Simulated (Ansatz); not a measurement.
# BAs (F-43m): a volume series of phonon spectra, part 3 of 5

Wanted: mode Grüneisen parameters of BAs and a free-energy fit over volumes.

What experiment has found for this phase:
- volume expansion coefficient 11.55 1e-6/K near room temperature (given in “Basic Physical Properties of Cubic Boron Arsenide (three times its linear coefficient)”, 2019, arxiv:1911.11281)
- volume expansion coefficient 10.8 1e-6/K near room temperature (given in “Thermal expansion coefficients of high thermal conducting BAs and BP materials (three times its linear coefficient)”, 2019, arxiv:1906.04101)

Ansatz 0.2.0; DFT LDA, scalar-relativistic, plane waves, PAW.

So far. Step 2 (Probe on a coarse mesh): The start is under -3.9 GPa at this level and looks like an insulator or semiconductor on this mesh. Step 4 (Tight relaxation): The residual pressure is 0.0088 GPa, small enough for phonons.

**5. Lattice dynamics at this volume, V/V0 1**

Phonons at this volume give one point of F(V, T); meshes stay fixed along the series.

The input, input.yaml:

```yaml
crystal:
  lattice:
    - [0.0, 2.3660417805, 2.3660417805]
    - [2.3660417805, 0.0, 2.3660417805]
    - [2.3660417805, 2.3660417805, 0.0]
  atoms:
    - { symbol: B, position: [0.0, 0.0, 0.0] }
    - { symbol: As, position: [0.25, 0.25, 0.25] }
kpoints:
  mp_grid: { grid: [12, 12, 12] }
hamiltonian:
  xc: lda
scf:
  occupations: { method: fixed }
output:
  eigenvalues: true
phonons:
  method: dfpt
  dielectric: true
  rigid_motions: translations
  qmesh: [4, 4, 4]
  temperatures: { t_max: 1000, t_step: 50 }
  qpath:
    path:
      - [[0.0, 0.0, 0.0], [-0.5, -0.5, 0.0], [-0.375, -0.375, 0.25]]
      - [[-0.375, 0.0, 0.375], [0.0, 0.0, 0.0], [0.0, 0.0, 0.5], [-0.5, -0.25, 0.25], [-0.5, -0.5, 0.0]]
    npoints: 10
```

The run is started by

```console
$ ansatz run input.yaml --threads 4 --pin off --max-ram 16384MiB --backend cpu --events-out ev --progress --plain --runs-dir out
```

Numbers of over 12 decimals in the logs are rounded to 6 here.

Log:

```text
Warning: phonons: the dynamical matrix that this run interpolates holds no multipole term above the dipole-dipole one, and a site of this crystal is no centre of inversion, so its interpolated transverse optical and acoustic branches and sound speeds can stay off near Gamma, and the density of states and the thermodynamics with them. What a run solves at a wave vector of phonons.qpoints, Gamma apart, where the deck admits one, is free of this, and under fd what a larger phonons.supercell samples
[...]
Crystal: 2 atoms, lattice volume = 26.491 Å³
Basis set: ecut = 420 eV, 531 PW (Γ), exchange–correlation on 48×48×48 points (8 copies of the dense FFT grid, shifted against one another)
Bands: 13, of which v1, the nominal top of the filled ones, is band 9 counted from 1 (8 counted from 0)
Symmetry: 24 space group operations
k-points: 280 of 1728 (irreducible under 4 space group operations, time reversal used)
[...]
SCF iter   1: F=—  HF=-4923.533833 eV  |F-HF|=—  |Δ(HF+E_count)|=         —  Δρ=7.25e-3  dr2=1.38e-2  ethr=1.77e-3  ⟨swp⟩=4.3  Hψ=18369  notcnv=0  defer=405
[...]
SCF iter   7: F=-4923.529046 eV  HF=-4923.529046 eV  |F-HF|=9.09e-12  |Δ(HF+E_count)|=  4.51e-10  Δρ=3.91e-7  dr2=2.46e-11  ethr=1.00e-12  ⟨swp⟩=5.1  Hψ=20020  notcnv=0
SCF 1 converged in 7 iterations: F = -4923.529046 eV  dr2 = 2.46e-11
[...]
NSCF: frozen V_eff on 1 k-points
DFPT response loops at Γ: preconditioner auto → none (the input reference at scf.mixing.eps_inf says where Resta's filter doesn't serve); β = 0.50; Broyden in place of MSR1
── the response to a field inside a basis, on 12×12×12 k-points: an SCF that follows is theirs, and a resumed run solves both again ──
Bands: 10, of which v1, the nominal top of the filled ones, is band 9 counted from 1 (8 counted from 0)
k-points: 182 of 1728 (irreducible under 6 space group operations, time reversal used)
[...]
Eigensolver: Dense (182 Hₖ)
SCF iter   1: F=—  HF=-4923.528486 eV  |F-HF|=—  |Δ(HF+E_count)|=         —  Δρ=1.26e-4  dr2=1.06e-6  ethr=1.00e-1
[...]
SCF iter   4: F=-4923.528484 eV  HF=-4923.528484 eV  |F-HF|=2.16e-9  |Δ(HF+E_count)|=   7.07e-9  Δρ=5.11e-6  dr2=4.80e-9  ethr=4.02e-10
SCF 1 converged in 4 iterations: F = -4923.528484 eV  dr2 = 4.80e-9
[...]
DFPT response loops at q = (0, 0, -0.5) (fractional): preconditioner auto → Resta (q_TF=auto, 2.558 Å⁻¹)  ε∞=7.4 (no band partly filled); β = 1.00, the filter's whole step (`scf.mixing.beta` (0.50) is not read by the response loops at its default; to damp them type it under 1.00, their step now; it binds the ground state too); Broyden in place of MSR1
[...]
SCF converged after 7 iterations
Free energy (F): -4923.529046 eV
[...]
Internal energy: -4923.529046 eV  (E = F + TS)
E sigma→0 (E₀):  -4923.529046 eV
Fermi energy:    11.296518 eV
[...]
--- Band table (eV; the first three rows and the last of 280) ---
  k-point 0: bands = [... 5 lower, -4.3543, 11.2965, 11.2965, 11.2965, 14.5865, 14.5865, 14.5865, 16.3074]
  k-point 1: bands = [... 5 lower, -4.2376, 10.2505, 11.0710, 11.0710, 14.7642, 14.8824, 14.8824, 16.8927]
  k-point 2: bands = [... 5 lower, -3.8911, 8.3032, 10.5961, 10.5961, 14.6889, 15.4944, 15.4944, 18.1481]
  k-point 279: bands = [... 5 lower, 0.0820, 3.2444, 5.6263, 5.9298, 16.5058, 17.3090, 18.0691, 18.5256]
--- Phonons (Γ-DFPT): 2 representative perturbations + reference, on 280 of 1728 k-points (Σ response iterations 7) ---
  k mesh reduced under 4 symmetry operations, with k and −k counted as one. Each operation leaves every solved perturbation unchanged. A smaller set is not considered because the run solves the response to a homogeneous field
  ASR residual: 2.237e-4 → 0.000e0 eV/Å²; symmetrization residual: 4.746e-7 eV/Å²
  ASR residual per site (eV/Å²): 5.98e-5 2.24e-4
  Γ frequencies (cm⁻¹): 0.00 0.00 0.00 699.99 699.99 699.99
  ε∞ (high-frequency dielectric tensor):
        9.661140     0.000000     0.000000
        0.000000     9.661140     0.000000
        0.000000     0.000000     9.661140
  ε⁰ (static dielectric tensor: ions relaxed, cell fixed):
        9.777853     0.000000     0.000000
        0.000000     9.777853     0.000000
        0.000000     0.000000     9.777853
  ε⁰ − ε∞ (ionic part):
        0.116713    -0.000000    -0.000000
       -0.000000     0.116713     0.000000
       -0.000000     0.000000     0.116713
  softest optical mode at Γ: 699.99 cm⁻¹; the repairs (sum rule, projections) moved no ω² at Γ by more than (1.26 cm⁻¹)²
  Born effective charges Z* (e; rows j = field, columns β = displacement):
    site 0:
        -0.53930    0.00000    0.00000
        -0.00000   -0.53930   -0.00000
        -0.00000   -0.00000   -0.53930
    site 1:
         0.53930   -0.00000   -0.00000
         0.00000    0.53930    0.00000
         0.00000    0.00000    0.53930
  Z* charge neutrality: 1.955e-4 e pre-enforcement
  solved inside a basis spanned on kpoints, on 12×12×12 k-points, its susceptibility summed on 16×16×16: ε∞ is read to err by 2.8e-2, Z* by 1.6e-2 e (field_mesh: kpoints solves on kpoints); Z* is corrected for what the basis lacks
  optical modes at Γ without the LO–TO term, one row a degenerate level:
      ω (cm⁻¹)  modes    IR ((D/Å)²/amu)
        699.99      3             2.1309
  optical modes at Γ + LO–TO along q̂ = [1.0000, 0.0000, 0.0000]:
      ω (cm⁻¹)  modes    IR ((D/Å)²/amu)
        699.99      2             1.4206
        704.20      1             0.7103
  optical modes at Γ + LO–TO along q̂ = [0.0000, 1.0000, 0.0000]:
      ω (cm⁻¹)  modes    IR ((D/Å)²/amu)
        699.99      2             1.4206
        704.20      1             0.7103
  optical modes at Γ + LO–TO along q̂ = [0.0000, 0.0000, 1.0000]:
      ω (cm⁻¹)  modes    IR ((D/Å)²/amu)
        699.99      2             1.4206
        704.20      1             0.7103
--- Phonons (arbitrary-q DFPT): 8 irreducible q on the 4×4×4 mesh ---
  q = [0.0000, 0.0000, 0.0000] (star 1, of the zone-centre solve; hermiticity 5.58e-8, symmetrization 1.81e-14): -0.00 -0.00 -0.00 699.99 699.99 699.99
  q = [0.0000, 0.0000, 0.2500] (star 8, 2 solved perturbations on 936 of 1728 k-point pairs; hermiticity 3.46e-8, symmetrization 1.94e-12): 112.14 112.14 222.95 683.69 683.69 708.34
[...]
q = [0.0000, 0.2500, 0.2500] (star 6, 4 solved perturbations in 1608 linear systems a pass and spin channel, the states on 510 of 1728 k-point pairs; hermiticity 5.24e-8, symmetrization 1.35e-13): 151.14 151.14 230.98 662.65 662.65 721.64
[...]
sum rule: each row above includes the acoustic sum rule's correction from the zone centre's row sums; it moved no ω² by more than (1.23 cm⁻¹)²
  mesh force constants: q→R imaginary residual 1.40e-18; ASR residual 2.237e-4 → 0.000e0 eV/Å²; symmetrization residual 1.421e-14 eV/Å²
  interpolated dispersion: 63 rows × 6 modes
  density of states and harmonic sums: on the 24×24×24 q-mesh, interpolated from the force constants of a 4×4×4 supercell (with the dipole–dipole term)
  largest difference from the sums on the solved wave vectors: F 9.21e-3 eV, S 1.32e-5 and C_V 4.02e-6 eV/K
  zero-point energy: 0.164743 eV/cell   skipped modes (ω ≤ 0): 3   left out of the sums: 3.62e-5 of the cell's modes: C_V's classical limit lies that fraction below 3 k_B per atom; for a crystal, a wire or a layer, F and S can be off by more, and a phonons.interpolated_qmesh denser along its periods is the remedy for the sampling
```

Elapsed: 1.7 min, on 4 threads of Arm Neoverse V2, shared host; peak memory 1.7 GiB; 6.7 min of CPU time.

Numbers from this step:

- Γ frequencies: 0, 0, 0, 700.0, 700.0, 700.0 cm⁻¹ (negative: imaginary)
- lowest frequency on the path: 0 cm⁻¹
- zero-point energy: 0.1647 eV/cell
- point group: -43m
- highest frequency: 741 cm⁻¹
- Debye temperature from the second moment: 934 K

LO-TO term included. The phonon branches at the labelled points (cm⁻¹):

| point | branch 1 | branch 2 | branch 3 | branch 4 | branch 5 | branch 6 |
| --- | --- | --- | --- | --- | --- | --- |
| Γ | 0 | 0 | 0 | 700 | 700 | 704 |
| halfway | 151 | 151 | 231 | 663 | 663 | 722 |
| X | 193 | 193 | 322 | 640 | 640 | 741 |
| halfway | 193 | 212 | 313 | 637 | 642 | 735 |
| U | 191 | 246 | 290 | 630 | 645 | 725 |
| jump to K | 191 | 246 | 290 | 630 | 645 | 725 |
| halfway | 134 | 179 | 229 | 673 | 674 | 705 |
| Γ | 0 | 0 | 0 | 700 | 700 | 704 |
| halfway | 112 | 112 | 223 | 684 | 684 | 708 |
| L | 139 | 139 | 313 | 677 | 677 | 713 |
| halfway | 179 | 215 | 290 | 644 | 659 | 715 |
| W | 225 | 258 | 267 | 630 | 642 | 717 |
| halfway | 209 | 215 | 305 | 635 | 641 | 729 |
| X | 193 | 193 | 322 | 640 | 640 | 741 |

The phonon branches as a text plot (rows in cm⁻¹):

```
    726 |   *******************               *******************
    695 |****                  ***************
    664 |    ****          ******             ***********
    633 |        **************                       ***********
    602 |
    571 |
    540 |
    509 |
    479 |
    448 |
    417 |
    386 |
    355 |
    324 |           ****                        ***           ***
    293 |        ***    ***                   **   *****    **
    262 |       *          *****             *          ****
    232 |      *        ***  ** *           *          *******
    201 |    **   **********   * *                   ****    ****
    170 |       **          *** * **       *       ****
    139 |   ****               ***        *  *******
    108 |  **                    ****    * **
     77 |  *                      ***     *
     46 | *                         **  **
     15 |*                            ***
         Γ           X  U|K            Γ         L        W     X
```

Tetrahedra on 24 24 24, mean over bins of 10 cm⁻¹. The phonon density of states by wavenumber; read off at these points:

| wavenumber (cm⁻¹) | phonon density of states (1/cm⁻¹/cell) |
| --- | --- |
| 5 | 0 |
| 35 | 2.4e-4 |
| 55 | 6.5e-4 |
| 85 | 0.00179 |
| 105 | 0.00321 |
| 135 | 0.00953 |
| 155 | 0.0158 |
| 185 | 0.0222 |
| 195 | 0.0250 |
| 205 | 0.0182 |
| 235 | 0.0122 |
| 265 | 0.00973 |
| 285 | 0.0220 |
| 315 | 0.00245 |
| 335 | 0 |
| 365 | 0 |
| 385 | 0 |
| 415 | 0 |
| 435 | 0 |
| 465 | 0 |
| 485 | 0 |
| 515 | 0 |
| 545 | 0 |
| 565 | 0 |
| 595 | 0 |
| 615 | 0 |
| 645 | 0.0476 |
| 665 | 0.0354 |
| 695 | 0.00446 |
| 715 | 0.0580 |
| 745 | 8.0e-5 |

Harmonic. Thermo, by row:

```
T (K)  F_vib (meV/atom)  S (J/mol-atom/K)  C_V (J/mol-atom/K)
    0             82.37                 0                   0
   50             82.31             0.534               1.714
  100              81.4             3.205               6.377
  150              78.9             6.462               9.769
  200             74.71             9.671               12.61
  250              68.9             12.75               15.02
  300             61.53             15.67               16.97
  350             52.69              18.4               18.48
  400             42.49             20.95               19.65
  450             31.01             23.32               20.55
  500             18.35             25.52               21.25
  550              4.58             27.57               21.81
  600            -10.21             29.49               22.25
  650            -25.96             31.29               22.61
  700            -42.62             32.98               22.91
  750            -60.12             34.56               23.15
  800            -78.43             36.06               23.35
  850            -97.49             37.48               23.52
  900            -117.3             38.83               23.67
  950            -137.7             40.12               23.79
 1000            -158.8             41.34                23.9
```

The modes has structure finer than the step of the table below, so its rows give means over 25 cm⁻¹, whole bins alone (the curve runs from -10 to 773 cm⁻¹). Peaks (cm⁻¹: height): As 191.9: 0.0225, 280.5: 0.0206, 669.5: 0.00296; B 644.9: 0.0405, 713.8: 0.0452.

Phonopy on the run's constants, 21x21x21 mesh, Gaussian sigma 5.6 cm⁻¹. Table of modes by wavenumber; means over each step; values in 1/cm⁻¹/cell:

| wavenumber (cm⁻¹) | As | B |
| --- | --- | --- |
| 25 | 1.2e-4 | 1.7e-5 |
| 50 | 5.0e-4 | 7.1e-5 |
| 75 | 0.00121 | 1.6e-4 |
| 100 | 0.00254 | 3.2e-4 |
| 125 | 0.00605 | 7.1e-4 |
| 150 | 0.0133 | 0.00140 |
| 175 | 0.0177 | 0.00159 |
| 200 | 0.0192 | 0.00142 |
| 225 | 0.0127 | 7.3e-4 |
| 250 | 0.0105 | 4.7e-4 |
| 275 | 0.0168 | 3.6e-4 |
| 300 | 0.0108 | 1.2e-4 |
| 325 | 0.00108 | 3.0e-6 |
| 350 | 4.2e-7 | 0 |
| 375 | 0 | 0 |
| 400 | 0 | 0 |
| 425 | 0 | 0 |
| 450 | 0 | 0 |
| 475 | 0 | 0 |
| 500 | 0 | 0 |
| 525 | 0 | 0 |
| 550 | 0 | 0 |
| 575 | 0 | 0 |
| 600 | 0 | 8.5e-6 |
| 625 | 3.4e-4 | 0.0105 |
| 650 | 0.00249 | 0.0368 |
| 675 | 0.00241 | 0.0239 |
| 700 | 0.00119 | 0.0169 |
| 725 | 9.3e-4 | 0.0235 |
| 750 | 1.1e-5 | 9.4e-4 |

Born charge (rows field, columns displacement) (e), principal values of the symmetric part by kind of site:

```
atom  atoms with these values      low   middle     high     mean
  B1                        1  -0.5393  -0.5393  -0.5393  -0.5393
 As2                        1   0.5393   0.5393   0.5393   0.5393
```

In full for As2:

```
0.5393 0.0000 0.0000
0.0000 0.5393 0.0000
0.0000 0.0000 0.5393
```

ε∞:

```
9.66 0.00 0.00
0.00 9.66 0.00
0.00 0.00 9.66
```

No LO-TO term. Modes at Γ, with each element's share of the kinetic energy:

```
mode  frequency (cm⁻¹)  symmetry  B %  As %
   1               0.0        T2   13    87
   2               0.0        T2   13    87
   3               0.0        T2   13    87
   4             700.0        T2   87    13
   5             700.0        T2   87    13
   6             700.0        T2   87    13
```

Displacements in mode 4 (700.0 cm⁻¹), the largest set to 1:
```
B1   1.00  0.00  0.00
As2 -0.14  0.00  0.00
```

No mode is imaginary beyond numerical noise at the solved wavevectors.

**6. Single point at a scaled cell, V/V0 1.015**

Symmetry fixes every atom, so a single point at the scaled cell gives the energy and pressure of this member.

The cell differs from the one that the last finished run ended in (a 3.346 → 3.363 Å, b 3.346 → 3.363 Å, c 3.346 → 3.363 Å).

input.yaml, the sections that differ from step 5:

```yaml
crystal:
  lattice:
    - [0.0, 2.3778133264, 2.3778133264]
    - [2.3778133264, 0.0, 2.3778133264]
    - [2.3778133264, 2.3778133264, 0.0]
  atoms:
    - { symbol: B, position: [0.0, 0.0, 0.0] }
    - { symbol: As, position: [0.25, 0.25, 0.25] }
output:
  forces: true
  stress: true
  eigenvalues: true
# kpoints, hamiltonian, scf: as in step 5
# phonons: removed
```

Log:

```text
[...]
Crystal: 2 atoms, lattice volume = 26.888 Å³
Basis set: ecut = 420 eV, 531 PW (Γ)
Bands: 13, of which v1, the nominal top of the filled ones, is band 9 counted from 1 (8 counted from 0)
Symmetry: 24 space group operations
[...]
k-points: 72 of 1728 (time reversal used)
[...]
SCF iter   1: F=—  HF=-4923.531209 eV  |F-HF|=—  |Δ(HF+E_count)|=         —  Δρ=7.20e-3  dr2=1.40e-2  ethr=1.77e-3  ⟨swp⟩=4.4  Hψ=4689  notcnv=0  defer=101
[...]
SCF iter   6: F=-4923.526397 eV  HF=-4923.526397 eV  |F-HF|=4.24e-10  |Δ(HF+E_count)|=   1.36e-8  Δρ=5.66e-6  dr2=2.98e-9  ethr=5.56e-10  ⟨swp⟩=5.6  Hψ=4051  notcnv=0
SCF 1 converged in 6 iterations: F = -4923.526397 eV  dr2 = 2.98e-9
[...]
SCF converged after 6 iterations
Free energy (F): -4923.526397 eV
[...]
Internal energy: -4923.526397 eV  (E = F + TS)
E sigma→0 (E₀):  -4923.526397 eV
Fermi energy:    11.055497 eV
[...]
--- Stress (GPa, compression-positive) ---
       -2.115850       0.000000      -0.000000
       -0.000000      -2.115850       0.000000
       -0.000000       0.000000      -2.115850
  P = ⅓ Tr σ = -2.1159 GPa (-21.159 kbar)
--- Band table (eV; the first three rows and the last of 72) ---
  k-point 0: bands = [... 5 lower, -4.4582, 11.0555, 11.0555, 11.0555, 14.3260, 14.3260, 14.3260, 15.8743]
  k-point 1: bands = [... 5 lower, -4.3431, 10.0159, 10.8339, 10.8339, 14.4814, 14.6171, 14.6171, 16.4834]
  k-point 2: bands = [... 5 lower, -4.0014, 8.0871, 10.3661, 10.3661, 14.3796, 15.2210, 15.2210, 17.7718]
  k-point 71: bands = [... 5 lower, -0.1075, 3.0712, 5.4771, 5.7772, 16.2599, 16.9842, 17.7937, 18.1899]
```

The job ended after 0.59 s (4 threads; peak memory 0.31 GiB).

Numbers from this step:

```yaml
pressure: -2.116 GPa
gap_on_the_k_mesh: 1.124 eV
volume_per_atom: 13.44 Å³
```

At this level the gap is 1.12 eV on the k-mesh of the self-consistent run, which can miss the band edges.

**7. Phonons, V/V0 1.015**

Phonons at this volume give one point of F(V, T); meshes stay fixed along the series.

input.yaml, the sections that differ from step 6:

```yaml
output:
  eigenvalues: true
phonons:
  method: dfpt
  dielectric: true
  rigid_motions: translations
  qmesh: [4, 4, 4]
  temperatures: { t_max: 1000, t_step: 50 }
  qpath:
    path:
      - [[0.0, 0.0, 0.0], [-0.5, -0.5, 0.0], [-0.375, -0.375, 0.25]]
      - [[-0.375, 0.0, 0.375], [0.0, 0.0, 0.0], [0.0, 0.0, 0.5], [-0.5, -0.25, 0.25], [-0.5, -0.5, 0.0]]
    npoints: 10
# crystal, kpoints, hamiltonian, scf: as in step 6
```

Log:

```text
[...]
Crystal: 2 atoms, lattice volume = 26.888 Å³
Basis set: ecut = 420 eV, 531 PW (Γ), exchange–correlation on 48×48×48 points (8 copies of the dense FFT grid, shifted against one another)
Bands: 13, of which v1, the nominal top of the filled ones, is band 9 counted from 1 (8 counted from 0)
Symmetry: 24 space group operations
[...]
optical modes at Γ + LO–TO along q̂ = [0.0000, 1.0000, 0.0000]:
      ω (cm⁻¹)  modes    IR ((D/Å)²/amu)
        689.50      2             1.2045
        693.06      1             0.6022
  optical modes at Γ + LO–TO along q̂ = [0.0000, 0.0000, 1.0000]:
      ω (cm⁻¹)  modes    IR ((D/Å)²/amu)
        689.50      2             1.2045
        693.06      1             0.6022
--- Phonons (arbitrary-q DFPT): 8 irreducible q on the 4×4×4 mesh ---
[...]
interpolated dispersion: 63 rows × 6 modes
[...]
[key lines of the parts left out:]
SCF converged after 7 iterations
Free energy (F): -4923.526397 eV
Fermi energy:    11.055484 eV
```

It took 1.8 min on 4 threads; peak memory 1.7 GiB; 6.7 min of CPU time.

LO-TO term included. The phonon branches at the labelled points (cm⁻¹):

```
    point  branch 1  branch 2  branch 3  branch 4  branch 5  branch 6
        Γ         0         0         0       690       690       693
  halfway       150       150       227       650       650       710
        X       193       193       317       627       627       729
  halfway       193       211       308       624       628       723
        U       191       244       286       617       632       712
jump to K       191       244       286       617       632       712
  halfway       134       177       226       661       663       693
        Γ         0         0         0       690       690       693
  halfway       112       112       219       672       672       697
        L       139       139       308       665       665       701
  halfway       178       213       286       632       646       701
        W       224       256       263       618       628       702
  halfway       208       214       300       623       628       716
        X       193       193       317       627       627       729
```

The phonon branches as a text plot (rows in cm⁻¹):

```
    714 |   *****************                  ******************
    684 |****                ******************
    653 |    ****           *****             **********
    623 |        **************                       ***********
    592 |
    562 |
    532 |
    501 |
    471 |
    440 |
    410 |
    380 |
    349 |
    319 |           ****                        ***           ***
    289 |        ***    ***                   **   *****    **
    258 |       *         ******             *          ****
    228 |      *        **   ** *           *         ********
    197 |    **   **********   * *                   * **     ***
    167 |       **          ***** **       *       ****
    137 |   ****                **        *  *******
    106 |  **                    ****    * **
     76 |  *                      ***     *
     46 | *                         **  **
     15 |*                            ***
         Γ           X  U|K            Γ         L        W     X
```

No mode is imaginary beyond numerical noise at the solved wavevectors. The highest zone-centre mode (no LO–TO term) moved by -1.5 % for a volume change of +1.5 %.

(Continued in part 4 of 5.)

[Logs are printed without paths, hosts, clocks, repeated set-up lines and the standing remarks that a program may print on its own settings, such as how far it seeks lower states.]

[Hosts, paths, dates, database ids (printed as entryN), source tags and the programs' standing remarks are cut or masked in the printed files.]

[A step with changed settings may run another functional than the one named; its input shows which.]

[Of the runs on displaced cells, only some may be shown.]
